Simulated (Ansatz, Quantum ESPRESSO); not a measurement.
**Mode couplings of Os (P6_3/mmc) in a second program**

Wanted: phonons, linewidths and couplings of Os (P6_3/mmc) from a second program. The first relaxation steps of the session are not shown, so no cell shown is the starting entry, unless a step says so.

Program: Ansatz 0.2.0 and Quantum ESPRESSO 7.5. Level of theory: DFT PBE, scalar-relativistic, plane waves, PAW; PAW set soft_1, in the first sound run; inputs show where later runs differ. Results are calculated unless marked as measured.

### Step 1. The cell after earlier relaxation steps

Symmetry: P6_3/mmc, No. 194, hexagonal system. The conventional cell has a = 2.752 Å, b = 2.752 Å, c = 4.353 Å, α = 90.00°, β = 90.00°, γ = 120.00°. Nearest to Os lie 12 Os at 2.69 to 2.75 Å.

### Step 2. Relaxing tightly for phonons

Phonons are second derivatives about the minimum, so the remaining forces must be small: the thresholds are tightened. Earlier relaxation steps are not shown.

The input, input.yaml:

```yaml
crystal:
  lattice:
    - [2.7516645663, 0.0, 0.0]
    - [-1.3758322831, 2.3830114171, 0.0]
    - [0.0, 0.0, 4.3533598735]
  atoms:
    - { symbol: Os, position: [0.3333333333, 0.6666666667, 0.25] }
    - { symbol: Os, position: [0.6666666667, 0.3333333333, 0.75] }
kpoints:
  mp_grid: { grid: [12, 12, 8] }
hamiltonian:
  xc: pbe
  pseudopotentials: { kind: paw, azcp: { folder: soft_1 } }
scf:
  occupations: { method: methfessel_paxton, width: 0.2 }
output:
  forces: true
  stress: true
  eigenvalues: true
relax:
  adjacent_minimum: "off"
  f_tol: 0.001
  max_steps: 60
  cell: { stress_tol: 0.01 }
```

Command:

```console
> ansatz run input.yaml --threads 4 --pin off --max-ram 12288MiB --backend cpu --events-out ev --progress --plain --runs-dir out
```

Numbers of over 12 decimals in the logs are rounded to 6 here.

What it wrote:

```text
[the first part of the log is left out]
  E_hartree    = 664.979491
  E_xc         = -467.541077
  E_vxc        = -492.218146  (∫ρ·V_xc dr)
  E_paw        = -18094.073436  (= ΣΔE_a)
  E_vpaw       = -499.093905  (= ΣTr[D̂ρ^β])
  E_aug_tail   = 0.000876  (compensation charges beyond the density's cutoff)
  E_ewald      = -4388.524878
  E_smearing   = 0.000233  (= −TS)
  E_closure    = 0.000000  (closes the sum)
  Σ components = -22771.851762   (vs F -22771.851762, Δ=0.00e0)
--- Forces (eV/Å), atoms counted from 1 ---
  atom   1  Os    -0.00000000     0.00000000    -0.00000000
  atom   2  Os     0.00000000    -0.00000000     0.00000000
  max |Σ_I F_I| component: 0.00e0 eV/Å
--- Stress (GPa, compression-positive) ---
        0.000056       0.000000       0.000000
        0.000000       0.000056       0.000000
        0.000000       0.000000       0.000713
  P = ⅓ Tr σ = 0.0003 GPa (0.003 kbar)
--- Band table (eV; the first three rows and the last of 95) ---
  k-point 0: bands = ["-61.2423", "-61.1369", "-21.1527", "-20.2848", "-20.2848", "-20.1188", "-20.1188", "-20.0629", "14.6069", "17.7677", "22.4195", "22.4195", "22.6557", "23.2326", "23.2326", "23.8851", "23.8851", "25.3854", "27.0377", "27.0377"]
  k-point 1: bands = ["-61.2383", "-61.1409", "-21.1135", "-20.2785", "-20.2785", "-20.1251", "-20.1251", "-20.1069", "14.7981", "17.7889", "22.3078", "22.3078", "22.5463", "23.1106", "23.1106", "24.1653", "24.1653", "24.7710", "27.0586", "27.0586"]
  k-point 2: bands = ["-61.2269", "-61.1524", "-21.0008", "-20.2606", "-20.2606", "-20.2308", "-20.1432", "-20.1432", "15.3442", "17.7949", "22.1524", "22.1524", "22.2671", "22.8171", "22.8171", "23.5007", "24.8020", "24.8020", "27.0267", "27.0267"]
  k-point 94: bands = ["-61.1300", "-61.1300", "-20.9340", "-20.9340", "-20.6888", "-20.6888", "-20.2599", "-20.2599", "19.6911", "19.6911", "20.5598", "20.5598", "22.0290", "22.0290", "24.0608", "24.0608", "26.9844", "26.9844", "33.5560", "33.5560"]
--- Relaxed structure (3 steps of the walk, 2 accepted, 1 SCFs on fresh bases) ---
  F+E_penalty+E_count = -22771.85176218 eV   max|allowed force component| = 5.551e-17 eV/Å   (the final SCF, on the basis selected at the relaxed cell)
  cell:  # Å, volume = 28.5444 Å³
    - [2.751631, -2.8867171873838157e-11, 0]
    - [-1.375816, 2.382982, 0]
    - [0, 0, 4.353216]
  atoms:
    - { symbol: Os, position: [0.333333, 0.666667, 0.250000] }
    - { symbol: Os, position: [0.666667, 0.333333, 0.750000] }
```

Wall time 1.7 s (4 threads of AMD EPYC 9R14 (Zen 4), shared host); peak memory 0.5 GiB; 5.7 s of CPU time.

Little changed from the start: no atom moved by 0.005 Å and no cell edge by 0.1 %.

This step gave:

```
pressure          : 2.75e-4 GPa
volume per atom   : 14.27 Å³/atom
metallic on mesh  : yes
gap on the k-mesh : 0 eV
```

The largest force is now zero by symmetry and the largest stress component 7.1e-4 GPa.

### Step 3. Second program, ground state

ph.x needs a tightly converged ground state on the same k mesh; the cell is that of the step before.

This step: DFT PBE, scalar-relativistic, plane waves, GBRV ultrasoft pseudopotentials (Quantum ESPRESSO 7.5).

The input, pw.in:

```
&control
   calculation = 'scf'
   prefix = 'x'
   outdir = './tmp'
   pseudo_dir = './pseudo'
   tprnfor = .true.
   tstress = .true.
/
&system
   ibrav = 4
   celldm(1) = 5.19982901
   celldm(3) = 1.58204947
   nat = 2
   ntyp = 1
   ecutwfc = 45.0
   ecutrho = 360.0
   occupations = 'smearing'
   smearing = 'fd'
   degauss = 0.00734986
   nbnd = 26
/
&electrons
   conv_thr = 1.0d-11
   mixing_beta = 0.5
/
ATOMIC_SPECIES
 Os    190.2300  Os.upf
ATOMIC_POSITIONS crystal
 Os     0.333333333   0.666666667   0.250000000
 Os     0.666666667   0.333333333   0.750000000
K_POINTS automatic
 12 12 8 0 0 0
```

Command:

```console
> OMP_NUM_THREADS=1 mpirun -n 4 pw.x -nk 4 -in pw.in > pw.x.log
```

What it wrote:

```text
Program PWSCF v.7.5

     This program is part of the open-source Quantum ESPRESSO suite
     for quantum simulation of materials; please cite
         "P. Giannozzi et al., J. Phys.:Condens. Matter 21 395502 (2009);
         "P. Giannozzi et al., J. Phys.:Condens. Matter 29 465901 (2017);
         "P. Giannozzi et al., J. Chem. Phys. 152 154105 (2020);
     in publications or presentations arising from this work. More details at

     G-vector sticks info
     --------------------
     sticks:   dense  smooth     PW     G-vecs:    dense   smooth      PW
     Sum         673     337    109                22273     7859    1411

     Using Slab Decomposition

     bravais-lattice index     =            4
     lattice parameter (alat)  =       5.1998  a.u.
     unit-cell volume          =     192.6273 (a.u.)^3
     number of atoms/cell      =            2
     number of atomic types    =            1
     number of electrons       =        32.00
     number of Kohn-Sham states=           26
     kinetic-energy cutoff     =      45.0000  Ry
     charge density cutoff     =     360.0000  Ry
     scf convergence threshold =      1.0E-11
     mixing beta               =       0.5000
     number of iterations used =            8  plain     mixing
     Exchange-correlation= SLA  PW   PBE  PBE
                           (   1   4   3   4   0   0   0)

     celldm(1)=   5.199829  celldm(2)=   0.000000  celldm(3)=   1.582049
     celldm(4)=   0.000000  celldm(5)=   0.000000  celldm(6)=   0.000000

     crystal axes: (cart. coord. in units of alat)
               a(1) = (   1.000000   0.000000   0.000000 )
               a(2) = (  -0.500000   0.866025   0.000000 )
               a(3) = (   0.000000   0.000000   1.582049 )

     reciprocal axes: (cart. coord. in units 2 pi/alat)
               b(1) = (  1.000000  0.577350 -0.000000 )
               b(2) = (  0.000000  1.154701  0.000000 )
               b(3) = (  0.000000 -0.000000  0.632091 )

     PseudoPot. # 1 for Os read from file:
     ./pseudo/Os.upf
     Pseudo is Ultrasoft + core correction, Zval = 16.0
     Using radial grid of  983 points,  8 beta functions with:
                l(1) =   0
                l(2) =   0
                l(3) =   1
                l(4) =   1
                l(5) =   2
                l(6) =   2
                l(7) =   3
                l(8) =   3
     Q(r) pseudized with  8 coefficients,  rinner =    1.150   1.150   1.150
                                                       1.150   1.150   1.150
                                                       1.150

     atomic species   valence    mass     pseudopotential
     Os               16.00   190.23000     Os( 1.00)

     24 Sym. Ops., with inversion, found (12 have fractional translation)

   Cartesian axes

     site n.     atom                  positions (alat units)
         1        Os     tau(   1) = (  -0.0000000   0.5773503   0.3955124  )
         2        Os     tau(   2) = (   0.5000000   0.2886751   1.1865371  )

     number of k points=    95  Fermi-Dirac smearing, width (Ry)=  0.0073
                       cart. coord. in units 2pi/alat
        k(    1) = (   0.0000000   0.0000000   0.0000000), wk =   0.0017361
        k(    2) = (   0.0000000   0.0000000   0.0790114), wk =   0.0034722
        k(    3) = (   0.0000000   0.0000000   0.1580229), wk =   0.0034722
        k(    4) = (   0.0000000   0.0000000   0.2370343), wk =   0.0034722
        k(    5) = (   0.0000000   0.0000000  -0.3160457), wk =   0.0017361
        k(    6) = (   0.0000000   0.0962250   0.0000000), wk =   0.0104167
        k(    7) = (   0.0000000   0.0962250   0.0790114), wk =   0.0208333
        k(    8) = (   0.0000000   0.0962250   0.1580229), wk =   0.0208333
        k(    9) = (   0.0000000   0.0962250   0.2370343), wk =   0.0208333
        k(   10) = (   0.0000000   0.0962250  -0.3160457), wk =   0.0104167
        k(   11) = (   0.0000000   0.1924501   0.0000000), wk =   0.0104167
        k(   12) = (   0.0000000   0.1924501   0.0790114), wk =   0.0208333
        k(   13) = (   0.0000000   0.1924501   0.1580229), wk =   0.0208333
        k(   14) = (   0.0000000   0.1924501   0.2370343), wk =   0.0208333
        k(   15) = (   0.0000000   0.1924501  -0.3160457), wk =   0.0104167
        k(   16) = (   0.0000000   0.2886751   0.0000000), wk =   0.0104167
[...]
k(   88) = (   0.2500000   0.5292377   0.1580229), wk =   0.0416667
        k(   89) = (   0.2500000   0.5292377   0.2370343), wk =   0.0416667
        k(   90) = (   0.2500000   0.5292377  -0.3160457), wk =   0.0208333
        k(   91) = (   0.3333333   0.5773503   0.0000000), wk =   0.0034722
        k(   92) = (   0.3333333   0.5773503   0.0790114), wk =   0.0069444
        k(   93) = (   0.3333333   0.5773503   0.1580229), wk =   0.0069444
        k(   94) = (   0.3333333   0.5773503   0.2370343), wk =   0.0069444
        k(   95) = (   0.3333333   0.5773503  -0.3160457), wk =   0.0034722

     Dense  grid:    22273 G-vectors     FFT dimensions: (  32,  32,  50)

     Smooth grid:     7859 G-vectors     FFT dimensions: (  24,  24,  36)

     Initial potential from superposition of free atoms

     starting charge      30.9999, renormalised to      32.0000

     negative rho (up, down):  2.588E-01 0.000E+00
     Starting wfcs are   26 randomized atomic wfcs

     per-process dynamical memory:    31.3 Mb

     Self-consistent Calculation

     iteration #  1     ecut=    45.00 Ry     beta= 0.50
     Davidson diagonalization with overlap
     ethr =  1.00E-02,  avg # of iterations =  4.7

     negative rho (up, down):  2.611E-01 0.000E+00

     total energy              =    -397.08976095 Ry
     estimated scf accuracy    <       0.40330827 Ry

     iteration #  2     ecut=    45.00 Ry     beta= 0.50
     Davidson diagonalization with overlap
     ethr =  1.26E-03,  avg # of iterations =  2.1

     negative rho (up, down):  2.571E-01 0.000E+00

     total energy              =    -397.16031286 Ry
     estimated scf accuracy    <       0.00238877 Ry

     iteration #  3     ecut=    45.00 Ry     beta= 0.50
     Davidson diagonalization with overlap
     ethr =  7.46E-06,  avg # of iterations =  4.0

     negative rho (up, down):  2.556E-01 0.000E+00

     total energy              =    -397.16134407 Ry
     estimated scf accuracy    <       0.00021576 Ry

     iteration #  4     ecut=    45.00 Ry     beta= 0.50
     Davidson diagonalization with overlap
     ethr =  6.74E-07,  avg # of iterations =  2.1

     negative rho (up, down):  2.555E-01 0.000E+00

[...]
Davidson diagonalization with overlap
     ethr =  3.73E-12,  avg # of iterations =  2.1

     negative rho (up, down):  2.557E-01 0.000E+00

     End of self-consistent calculation

          k = 0.0000 0.0000 0.0000 (   977 PWs)   bands (ev):

   -60.9209 -60.8161 -20.8170 -19.9505 -19.9505 -19.7853 -19.7853 -19.7328
    15.0002  18.1630  22.8173  22.8173  23.0508  23.6293  23.6293  24.2788
    24.2788  25.7627  27.4267  27.4267  34.5463  39.1129  41.4986  42.6860
    47.2415  47.2416

          k = 0.0000 0.0000 0.0790 (   977 PWs)   bands (ev):

   -60.9170 -60.8201 -20.7780 -19.9442 -19.9442 -19.7917 -19.7917 -19.7765
    15.1909  18.1838  22.7058  22.7058  22.9413  23.5074  23.5074  24.5588
    24.5588  25.1494  27.4482  27.4482  35.4128  38.7309  42.0686  42.3362
    45.6908  45.6908

          k = 0.0000 0.0000 0.1580 (   996 PWs)   bands (ev):

   -60.9057 -60.8316 -20.6658 -19.9265 -19.9265 -19.8997 -19.8097 -19.8097
    15.7357  18.1887  22.5506  22.5506  22.6616  23.2142  23.2142  23.8821
    25.1949  25.1949  27.4172  27.4172  37.4741  38.3341  40.8810  43.8729
    44.6860  44.6860

          k = 0.0000 0.0000 0.2370 (  1008 PWs)   bands (ev):

   -60.8887 -60.8487 -20.4955 -20.0810 -19.8999 -19.8999 -19.8367 -19.8367
    16.5401  17.9917  22.3580  22.5146  22.5146  22.7748  22.8871  22.8871
    25.9486  25.9486  27.1716  27.1716  38.3505  39.4806  40.3289  44.4939
    44.4939  44.4968

          k = 0.0000 0.0000-0.3160 (  1014 PWs)   bands (ev):

   -60.8687 -60.8687 -20.2905 -20.2905 -19.8683 -19.8683 -19.8683 -19.8683
    17.3979  17.3979  22.2863  22.2863  22.6335  22.6335  22.6335  22.6335
    26.6555  26.6555  26.6555  26.6555  38.8023  38.8023  42.7940  42.7940
    45.1222  45.1222

          k = 0.0000 0.0962 0.0000 (   985 PWs)   bands (ev):

   -60.9159 -60.8142 -20.7950 -19.9974 -19.9664 -19.8345 -19.7920 -19.7435
[...]
45.4761  45.9882

          k = 0.0000 0.0962 0.0790 (   997 PWs)   bands (ev):

[...]
44.7434  45.3631

          k = 0.0000 0.0962 0.1580 (   996 PWs)   bands (ev):

[...]
44.4493  44.6073

          k = 0.0000 0.0962 0.2370 (   998 PWs)   bands (ev):

[...]
44.5749  44.6557

          k = 0.0000 0.0962-0.3160 (   994 PWs)   bands (ev):

[...]
44.9645  44.9647

          k = 0.0000 0.1925 0.0000 (  1003 PWs)   bands (ev):

[...]
43.8614  44.1921

          k = 0.0000 0.1925 0.0790 (   997 PWs)   bands (ev):

[...]
44.1026  44.2607

          k = 0.0000 0.1925 0.1580 (   991 PWs)   bands (ev):

[...]
44.1236  45.3167

          k = 0.0000 0.1925 0.2370 (   985 PWs)   bands (ev):

[...]
44.0525  44.6211

          k = 0.0000 0.1925-0.3160 (   988 PWs)   bands (ev):

[...]
44.9451  44.9453

          k = 0.0000 0.2887 0.0000 (  1000 PWs)   bands (ev):

[...]
44.4731  44.5634

          k = 0.0000 0.2887 0.0790 (   985 PWs)   bands (ev):

[...]
k = 0.0000 0.2887 0.1580 (   987 PWs)   bands (ev):

[...]
k = 0.0000 0.2887 0.2370 (   985 PWs)   bands (ev):

[...]
k = 0.0000 0.2887-0.3160 (   978 PWs)   bands (ev):

[...]
k = 0.0000 0.3849-0.3160 (   978 PWs)   bands (ev):

[...]
k = 0.0000 0.4811-0.3160 (   974 PWs)   bands (ev):

[...]
k = 0.0000-0.5774 0.0000 (   988 PWs)   bands (ev):

[...]
k = 0.0000-0.5774 0.0790 (   968 PWs)   bands (ev):

[...]
k = 0.0000-0.5774 0.1580 (   970 PWs)   bands (ev):

[...]
k = 0.0000-0.5774 0.2370 (   976 PWs)   bands (ev):

[...]
k = 0.0000-0.5774-0.3160 (   968 PWs)   bands (ev):

[...]
k = 0.0833 0.1443-0.3160 (   990 PWs)   bands (ev):

[...]
k = 0.0833 0.2406-0.3160 (   986 PWs)   bands (ev):

[...]
k = 0.0833 0.3368-0.3160 (   982 PWs)   bands (ev):

[...]
k = 0.0833 0.4330-0.3160 (   980 PWs)   bands (ev):

[...]
k = 0.0833 0.5292-0.3160 (   976 PWs)   bands (ev):

[...]
k = 0.1667 0.2887-0.3160 (   974 PWs)   bands (ev):

[...]
k = 0.1667 0.3849-0.3160 (   982 PWs)   bands (ev):

[...]
k = 0.1667 0.4811-0.3160 (   984 PWs)   bands (ev):

[...]
k = 0.1667 0.5774-0.3160 (   980 PWs)   bands (ev):

[...]
k = 0.2500 0.4330-0.3160 (   984 PWs)   bands (ev):

[...]
k = 0.2500 0.5292 0.0000 (   968 PWs)   bands (ev):

[...]
k = 0.2500 0.5292 0.0790 (   976 PWs)   bands (ev):

[...]
k = 0.2500 0.5292 0.1580 (   983 PWs)   bands (ev):

[...]
42.1578  43.6397

          k = 0.2500 0.5292 0.2370 (   985 PWs)   bands (ev):

[...]
43.0466  44.1066

          k = 0.2500 0.5292-0.3160 (   986 PWs)   bands (ev):

[...]
43.7699  43.7699

          k = 0.3333 0.5774 0.0000 (   972 PWs)   bands (ev):

[...]
41.4004  41.4005

          k = 0.3333 0.5774 0.0790 (   975 PWs)   bands (ev):

[...]
41.9266  42.5968

          k = 0.3333 0.5774 0.1580 (   990 PWs)   bands (ev):

[...]
19.9334  20.2942  20.2942  21.3060  22.4036  22.4036  24.3102  26.1362
    27.3610  27.3610  31.8311  31.8311  34.4797  37.5987  37.5987  38.5245
    43.0551  44.0003

          k = 0.3333 0.5774 0.2370 (   990 PWs)   bands (ev):

   -60.8093 -60.8093 -20.5747 -20.5747 -20.4175 -20.2867 -19.9521 -19.9521
    20.1454  20.1454  20.4530  21.2374  22.4110  22.4110  24.2542  25.0997
    27.3796  27.3796  32.9132  32.9132  35.7604  36.0368  36.0368  37.7939
    44.5663  44.9058

          k = 0.3333 0.5774-0.3160 (   984 PWs)   bands (ev):

   -60.8093 -60.8093 -20.5975 -20.5975 -20.3524 -20.3524 -19.9277 -19.9277
    20.0844  20.0844  20.9518  20.9518  22.4191  22.4191  24.4538  24.4538
    27.3728  27.3728  33.9378  33.9378  34.8700  34.8700  36.8830  36.8830
    45.1744  45.1744

     the Fermi energy is    25.8124 ev

!    total energy              =    -397.16138408 Ry
     estimated scf accuracy    <          2.5E-12 Ry
     smearing contrib. (-TS)   =      -0.00263277 Ry
     internal energy E=F+TS    =    -397.15875131 Ry

     The total energy is F=E-TS. E is the sum of the following terms:
     one-electron contribution =     -44.75763972 Ry
     hartree contribution      =      45.08621738 Ry
     xc contribution           =     -74.93669993 Ry
     ewald contribution        =    -322.55062904 Ry

     convergence has been achieved in   9 iterations

     negative rho (up, down):  2.557E-01 0.000E+00

     Forces acting on atoms (cartesian axes, Ry/au):

     atom    1 type  1   force =     0.00000000    0.00000000    0.00000000
     atom    2 type  1   force =    -0.00000000   -0.00000000    0.00000000

     Total force =     0.000000     Total SCF correction =     0.000000

     Computing stress (Cartesian axis) and pressure

     negative rho (up, down):  2.557E-01 0.000E+00
          total   stress  (Ry/bohr**3)                   (kbar)     P=       -3.94
  -0.00001537   0.00000000   0.00000000           -2.26        0.00        0.00
   0.00000000  -0.00001537   0.00000000            0.00       -2.26        0.00
   0.00000000   0.00000000  -0.00004959            0.00        0.00       -7.30

     Writing all to output data dir ./tmp/x.save/ :
     XML data file, charge density, pseudopotentials, collected wavefunctions

   JOB DONE.
```

Wall time 9.2 s (4 MPI ranks); 36 s of CPU time.

This step gave:

```
pressure : -0.3940 GPa
```

With these potentials, mesh and smearing the cell is at -0.39 GPa.

(Part 1 of 4 ends here.)

[Logs are printed without paths, hosts, clocks, repeated set-up lines and the standing remarks that a program may print on its own settings, such as how far it seeks lower states.]

[Hosts, paths, dates, database ids (printed as entryN), source tags and the programs' standing remarks are cut or masked in the printed files.]
